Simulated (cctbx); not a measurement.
# What is wrong with this refinement?

Cell a = 9.4380 Å, b = 9.6480 Å, c = 10.4740 Å, α = 90.00°, β = 90.00°, γ = 90.00°; space group Immm (no. 71). The compound is Yb6TiCoPt.

The data are simulated with cctbx, not measured: Cu Kα, λ = 1.54184 Å, to d = 0.8 Å, 80 % of the full sphere, strongest reflection 20000 counts, noise from counting, a 1.5 % proportional error and a noise floor of 15 counts (s.d.); no absorption.

An anisotropic refinement with weights 1/σ² prints:

```text
Rint 0.024, 581 unique reflections to 0.80 A
cycle     R1     wR2    GooF  max shift (A)
   1  0.0790  0.1383   7.398   0.00405
   2  0.0781  0.1352   7.230   0.00000
final R1 0.0781 wR2 0.1352 GooF 7.230  parameters 29  data/parameter 20.0
atom        x        y        z      Ueq    occ   su(xyz)  su(Uiso or U11)
Pt1    0.50000  0.37627  0.00000   0.0043  1.000  0.00022  0.0010
Yb1    0.27949  0.31758  0.50000   0.0055  1.000  0.00020  0.0009
Yb2    0.30814  0.50000  0.17994   0.0069  1.000  0.00021  0.0010
Yb3    0.50000  0.20104  0.23370   0.0067  1.000  0.00021  0.0010
Co1    0.00000  0.00000  0.11652   0.0122  1.000  0.00093  0.0049
Ti1    0.00000  0.50000  0.00000   0.0099  1.000  0.00000  0.0064
difference map: max 70.64 min -3.83 rms 1.26
Q1    0.0000  0.5000  0.5000    2   70.64  3.12 A from Yb3
Q2    0.1908  0.0000  0.3181    8    4.37  0.02 A from Yb2
Q3    0.0000  0.0000  0.1283    4    2.69  0.12 A from Co1
Q4    0.1163  0.4476  0.5000    8    2.35  1.99 A from Yb1
Q5    0.0000  0.4381  0.4023    8    2.26  1.96 A from Yb3
Q6    0.0521  0.3905  0.5000    8    2.26  2.26 A from Yb1
```

**Question.** Can this result stand? If not, what is the likely fault?

Mend it. The fault: an atom left out, Ti at (1/2, 0, 0). Against the right model at the same level, R1 goes from 0.0091 to 0.0781 and GooF from 0.93 to 7.23 and the top difference peak, 70.6 e/Å³, lies 3.12 Å from Yb3. Q1 is the missing atom. With scattering power missing, scale and phases suffer, so peaks may also grow on the heavy atoms.

The compound is Yb6TiCoPt. The right model at the same level gives:

```text
Rint 0.024, 581 unique reflections to 0.80 A
cycle     R1     wR2    GooF  max shift (A)
   1  0.0132  0.0255   1.370   0.00049
   2  0.0091  0.0174   0.933   0.00000
final R1 0.0091 wR2 0.0174 GooF 0.933  parameters 32  data/parameter 18.2
atom        x        y        z      Ueq    occ   su(xyz)  su(Uiso or U11)
Pt1    0.50000  0.37638  0.00000   0.0052  1.000  0.00003  0.0001
Yb1    0.27941  0.31772  0.50000   0.0061  1.000  0.00003  0.0001
Yb2    0.30820  0.50000  0.18001   0.0069  1.000  0.00003  0.0001
Yb3    0.50000  0.20124  0.23363   0.0070  1.000  0.00003  0.0001
Co1    0.00000  0.00000  0.11696   0.0113  1.000  0.00012  0.0006
Ti1    0.00000  0.50000  0.00000   0.0120  1.000  0.00000  0.0009
Ti2    0.50000  0.00000  0.00000   0.0096  1.000  0.00000  0.0008
difference map: max 1.42 min -1.67 rms 0.26
Q1    0.0745  0.0000  0.0000    4    1.47  1.41 A from Co1
Q2    0.0000  0.0964  0.1547    8    1.24  1.01 A from Co1
Q3    0.0000  0.0000  0.2759    4    1.02  1.66 A from Co1
Q4    0.0834  0.0866  0.5000    8    0.97  0.86 A from Pt1
Q5    0.1451  0.4369  0.5000    8    0.94  1.50 A from Ti2
Q6    0.0000  0.0955  0.0496    8    0.93  1.16 A from Co1
```

Isotropic U is held between 0.0001 and 1 Å² by the program, and listed peak heights are interpolated, so they can pass the grid's maximum.

The model is made up (kin elements in a known structure type, no relaxation), so it says nothing on whether the phase exists.

[Middle refinement cycles are left out of these outputs.]

[Logs are printed without paths, hosts, clocks, repeated set-up lines and the standing remarks that a program may print on its own settings, such as how far it seeks lower states.]
